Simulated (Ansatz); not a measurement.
# ScMn2Ni2Ge, from a guessed structure to a relaxed one, part 2 of 2

This structure for ScMn2Ni2Ge is made up. Its elements were placed in a known structure type with a cell scaled to their sizes. What cell does the guess relax to, and how far off was it?

Ansatz 0.2.0; DFT, PBEsol, plane-wave PAW, files of the set soft_1, scalar-relativistic, ferromagnetic start, cell and ions relaxed at zero pressure; PAW set soft_1 (the session's first sound run).

So far: The starting structure; Relaxation of the guess. The relaxed cell has a, b, c = 4.865, 8.373, 4.008 Å (conventional setting).

## Step 3: Bands of the relaxed cell

A second self-consistent run takes a narrower smearing and the mesh shown in its input; the bands follow along the standard path of the relaxed lattice.

This step: DFT, PBEsol, plane-wave PAW, files of the set soft_1, scalar-relativistic, ferromagnetic start, bands and density of states at the relaxed cell; PAW set soft_1 (Ansatz 0.2.0).

Contents of input.yaml:

```yaml
crystal:
  lattice:
    - [2.4324570589, -4.1865026539, 0.0]
    - [2.4324570589, 4.1865026539, 0.0]
    - [0.0, 0.0, 4.0080782429]
  atoms:
    - { symbol: Ge, position: [0.5, 0.5, 0.5] }
    - { symbol: Ni, position: [0.0, 0.5, 0.5], spin: 0.4 }
    - { symbol: Ni, position: [0.5, 0.0, 0.5], spin: 0.4 }
    - { symbol: Mn, position: [0.6706351302, 0.3293648698, 0.0], spin: 2.5 }
    - { symbol: Mn, position: [0.3293648698, 0.6706351302, 0.0], spin: 2.5 }
    - { symbol: Sc, position: [0.0, 0.0, 0.0] }
magnetization:
  spin_polarized: true
kpoints:
  mp_grid: { grid: [8, 8, 8] }
  band_path:
    path:
      - [[0.0, 0.0, 0.0], [0.33439712, 0.33439712, 0.0], [0.0, 0.5, 0.0], [0.0, 0.5, 0.5], [0.33439712, 0.33439712, 0.5], [0.0, 0.0, 0.5], [0.0, 0.0, 0.0], [-0.5, 0.5, 0.0], [-0.33439712, 0.66560288, 0.0], [-0.33439712, 0.66560288, 0.5], [-0.5, 0.5, 0.5], [-0.5, 0.5, 0.0]]
      - [[0.0, 0.0, 0.5], [-0.5, 0.5, 0.5]]
    npoints: 6
scf:
  occupations: { method: fermi_dirac, width: 0.03 }
  n_extra_bands: 13
hamiltonian:
  xc: pbesol
  pseudopotentials: { kind: paw, azcp: { folder: soft_1 }, xc_functional: pbe }
output:
  forces: true
  stress: true
  write_bands: true
  dos: { projected: true }
  write_density: true
  write_potential: true
  elf: true
  volumetric_format: npy
```

The run is started by

```console
$ ansatz run input.yaml --threads 4 --pin off --max-ram 10240MiB --backend cpu --events-out ev --progress --plain --runs-dir out
```

Numbers of over 12 decimals in the logs are rounded to 6 here.

Output:

```text
[...]
Crystal: 6 atoms, lattice volume = 81.632 Å³
Basis set: ecut = 420 eV, 1637 PW (Γ), exchange–correlation on 72×72×54 points (8 copies of the dense FFT grid, shifted against one another)
Bands: 59, of which v1, the nominal top of the filled ones, is band 46 counted from 1 (45 counted from 0)
Symmetry: 8 space group operations
[...]
k-points: 105 of 512
[...]
Starting moments: Σ|m| = 5.8 μB on 4 of 6 sites
[...]
SCF iter   1: F=—  HF=-25712.259797 eV  |F-HF|=—  |Δ(HF+E_count)|=         —  Δρ=4.52e-2 (↑3.82e-2 ↓4.52e-2)  dr2=3.78e0  dr2_m=2.28e-1  M=5.311 μB ∫|m|=5.641 μB  β_m=0.30  ethr=3.10e-3  ⟨swp⟩=5.2  Hψ=37026  notcnv=0  defer=23
[...]
SCF iter  19: F=-25713.823362 eV  HF=-25713.823362 eV  |F-HF|=3.35e-9  |Δ(HF+E_count)|=   1.18e-9  Δρ=1.38e-6 (↑9.45e-7 ↓1.38e-6)  dr2=3.77e-9  dr2_m=4.21e-11  M=5.612 μB ∫|m|=6.384 μB  ethr=8.77e-12  ⟨swp⟩=10.7  Hψ=69448  notcnv=0
SCF 1 converged in 19 iterations: F = -25713.823362 eV  dr2 = 3.77e-9
[...]
NSCF: frozen V_eff on 74 k-points
SCF converged after 19 iterations
Magnetization: 5.6116 μB (48.3058 up, 42.6942 down)
Absolute magnetization: 6.3876 μB (∫|ρ↑−ρ↓|, with the PAW one-centre terms)
[...]
Per-site moments (μB) at R_I (Å): [(-0.051090, 0.998635), (0.373171, 0.998635), (0.373171, 0.998635), (2.460379, 1.005094), (2.460379, 1.005094), (-0.083622, 1.137582)]
Free energy (F): -25713.823362 eV
[...]
Internal energy: -25713.809390 eV  (E = F + TS)
E sigma→0 (E₀):  -25713.816376 eV
Entropy (-TS):   -0.013972 eV (-2.329 meV/atom)
Fermi energy:    15.464669 eV
[...]
--- Forces (eV/Å), atoms counted from 1 ---
  atom   1  Ge     0.00000000     0.00000000     0.00000000
  atom   2  Ni     0.00000000    -0.00000000     0.00000000
  atom   3  Ni    -0.00000000     0.00000000     0.00000000
  atom   4  Mn     0.00000000     0.02246798     0.00000000
  atom   5  Mn     0.00000000    -0.02246798    -0.00000000
  atom   6  Sc     0.00000000     0.00000000     0.00000000
  max |Σ_I F_I| component: 3.16e-30 eV/Å
--- Stress (GPa, compression-positive) ---
        0.053601       0.000000      -0.000000
        0.000000      -0.308242      -0.000000
       -0.000000      -0.000000       0.038752
  P = ⅓ Tr σ = -0.0720 GPa (-0.720 kbar)
--- Band table (eV; the first three rows and the last of 210) ---
  k-point 0 ↑: bands = [... 42 lower, 14.1375, 14.6219, 14.7597, 14.9199, 15.3216, 15.5216, 15.7438, 16.0979, ... 9 higher]
  k-point 1 ↑: bands = [... 42 lower, 14.1477, 14.4617, 14.6461, 14.6599, 15.0520, 15.3103, 15.9847, 16.0573, ... 9 higher]
  k-point 2 ↑: bands = [... 42 lower, 13.9571, 14.1477, 14.5376, 14.5613, 14.7820, 15.2864, 15.9350, 15.9467, ... 9 higher]
  k-point 104 ↓: bands = [... 42 lower, 15.7489, 15.8082, 16.0707, 16.1172, 16.4974, 16.6471, 16.8901, 17.0909, ... 9 higher]
```

The job ended after 50 s (4 threads of Arm Neoverse V1, shared host; peak memory 1 GiB).

The column dr2 measures how far the density is from self-consistency, as an energy; F and HF (Harris–Foulkes) agree once it is small.

This step gave:

| Property | Result |
| --- | --- |
| free energy | -25713.8234 eV |
| energy at zero smearing | -25713.8164 eV |
| smearing term TS | 0.01397 eV |
| Fermi energy | 15.46 eV |
| magnetization | 5.612 μB |
| absolute magnetization | 6.388 μB |
| site moments | -0.05109, 0.3732, 0.3732, 2.460, 2.460, -0.08362 μB |
| pressure | -0.07196 GPa |

From bands.tsv, the bands that come nearest the Fermi level along the path, at its corners, in eV from the Fermi level:

| point | band_46_up | band_47_up | band_48_up | band_49_up | band_50_up | band_41_dn | band_42_dn | band_43_dn |
| --- | --- | --- | --- | --- | --- | --- | --- | --- |
| Γ | -0.14 | 0.06 | 0.28 | 0.63 | 0.72 | -0.54 | -0.19 | 0.29 |
| X | -0.57 | -0.55 | 0.96 | 1.69 | 1.89 | -0.32 | -0.28 | -0.05 |
| S | -0.80 | -0.47 | -0.45 | 1.24 | 2.07 | -0.12 | -0.09 | 0.07 |
| R | -0.75 | -0.45 | -0.42 | 0.71 | 1.29 | -0.64 | -0.62 | 0.57 |
| A | -0.59 | -0.43 | -0.34 | -0.19 | 0.64 | -0.25 | 0.52 | 0.63 |
| Z | -0.21 | -0.20 | -0.20 | 0.10 | 0.15 | -0.64 | -0.34 | -0.22 |
| Γ | -0.14 | 0.06 | 0.28 | 0.63 | 0.72 | -0.54 | -0.19 | 0.29 |
| Y | -0.32 | 0.16 | 0.33 | 0.85 | 2.04 | -0.39 | -0.28 | 0.18 |
| X1 | -0.57 | -0.55 | 0.96 | 1.69 | 1.89 | -0.32 | -0.28 | -0.05 |
| A1 | -0.59 | -0.43 | -0.34 | -0.19 | 0.64 | -0.25 | 0.52 | 0.63 |
| T | -0.55 | -0.34 | -0.20 | 0.73 | 0.78 | 0.22 | 0.28 | 0.34 |
| Y | -0.32 | 0.16 | 0.33 | 0.85 | 2.04 | -0.39 | -0.28 | 0.18 |
| Z | -0.21 | -0.20 | -0.20 | 0.10 | 0.15 | -0.64 | -0.34 | -0.22 |
| T | -0.55 | -0.34 | -0.20 | 0.73 | 0.78 | 0.22 | 0.28 | 0.34 |

Site moment by atom:

| atom | site moment (μB) |
| --- | --- |
| Ge1 | -0.05 |
| Ni2 | 0.37 |
| Ni3 | 0.37 |
| Mn4 | 2.46 |
| Mn5 | 2.46 |
| Sc6 | -0.08 |

Spin density in the bc plane of the conventional cell at fractional x = 0.000, with atoms of Ge and Mn and Sc within 0.2 Å of it.

Ten even steps from '_' (-0.1 e/Å³) to '@' (4.4 e/Å³), each cell a mean:
```
____________::**++..________--##==..__________
______________....____________....____________
______________________________________________
______________________________________________
______________________________________________
______________________________________________
______________________________________________
______________________________________________
______________________________________________
____________..--::__________..--::____________
____________--@@##..________==@@**..__________
```
Columns run along b (8.4 Å), rows up along c (4.0 Å), edges of the conventional cell, whose origin can differ from the input's. Atoms in or near the plane, at fractional coordinates: Ge at (0.50, 0.50), Mn at (0.33, 0.00), Mn at (0.67, 0.00), Sc at (0.00, 0.00).

Electrostatic potential energy in the bc plane of the conventional cell at fractional x = 0.000, with atoms of Ge and Mn and Sc within 0.2 Å of it. With pseudopotentials it is smooth inside the atoms' cores, unlike the true potential.

Values in eV, 6 rows by 16 columns, each cell a mean:
```
-31  -6  13  10 -25 -44 -20  12  15  -7 -41 -36   2  14   2 -26
  7  13  17  17  12   8   9   4   3   8   8  10  16  17  15   8
 17  18  18  16  15  14   2  -5  -4  -3  13  15  15  17  18  17
 16  17  18  16  15  15   4  -6  -5  -1  13  15  16  18  18  17
 -1  10  16  16   7  -2   6   9   9   9   0   3  14  17  13   2
-39 -11  12   7 -34 -52 -29  11  14 -13 -50 -45  -3  13  -1 -33
```
Columns run along b (8.4 Å; values clipped at the 3rd and 97th percentile), rows up along c (4.0 Å), edges of the conventional cell, whose origin can differ from the input's. Atoms in or near the plane, at fractional coordinates: Ge at (0.50, 0.50), Mn at (0.33, 0.00), Mn at (0.67, 0.00), Sc at (0.00, 0.00).

ELF in the bc plane of the conventional cell at fractional x = 0.000, with atoms of Ge and Mn and Sc within 0.2 Å of it. It is the smooth field of the valence electrons, not physical close to the nuclei.

Ten even steps from '0' (0.05) to '9' (0.75), each cell a mean:
```
47412268842322697321276
86223234423542343222148
21134322235664222344102
00244443455445544444310
01333334552224543333321
11333334552423543333321
01234334553225544344320
00134433355555433444200
63124222224653222233125
77312246632432465222168
17511279952323798421274
```
Columns run along b (8.4 Å), rows up along c (4.0 Å), edges of the conventional cell, whose origin can differ from the input's. Atoms in or near the plane, at fractional coordinates: Ge at (0.50, 0.50), Mn at (0.33, 0.00), Mn at (0.67, 0.00), Sc at (0.00, 0.00).

## Step 4: What came out

```yaml
space_group_relaxed: Cmmm
conventional_cell: a = 4.865, b = 8.373, c = 4.008 Å; α = 90.0°, β = 90.0°, γ = 90.0°
volume_per_atom: 13.61 Å³ (guess 13.93)
total_moment: 5.66 μB in the cell of 6 atoms
```

What this shows: ScMn2Ni2Ge relaxes to Cmmm with a = 4.865, b = 8.373 and c = 4.008 Å. The guessed volume was 2 % too large. The space group Cmmm was held in the relaxation, so the end point is a stationary structure within it and may be a saddle against distortions or other arrangements. The input starts from parallel moments, and no other start was typed. Bands cross the Fermi level, so it is a metal or semimetal at this level. On the 8×8×8 mesh with the narrower smearing (relaxed on 6×6×7) the largest force component is 0.022 eV/Å and the largest stress component is 0.308 GPa, against the relaxation's thresholds of 0.015 eV/Å and 0.05 GPa. The cutoff wasn't tested. No dispersion term is used, so weakly bound directions may come out too long. Nothing here tests whether the compound is stable against decomposition.

[Logs are printed without paths, hosts, clocks, repeated set-up lines and the standing remarks that a program may print on its own settings, such as how far it seeks lower states.]

[Hosts, paths, dates, database ids (printed as entryN), source tags and the programs' standing remarks are cut or masked in the printed files.]
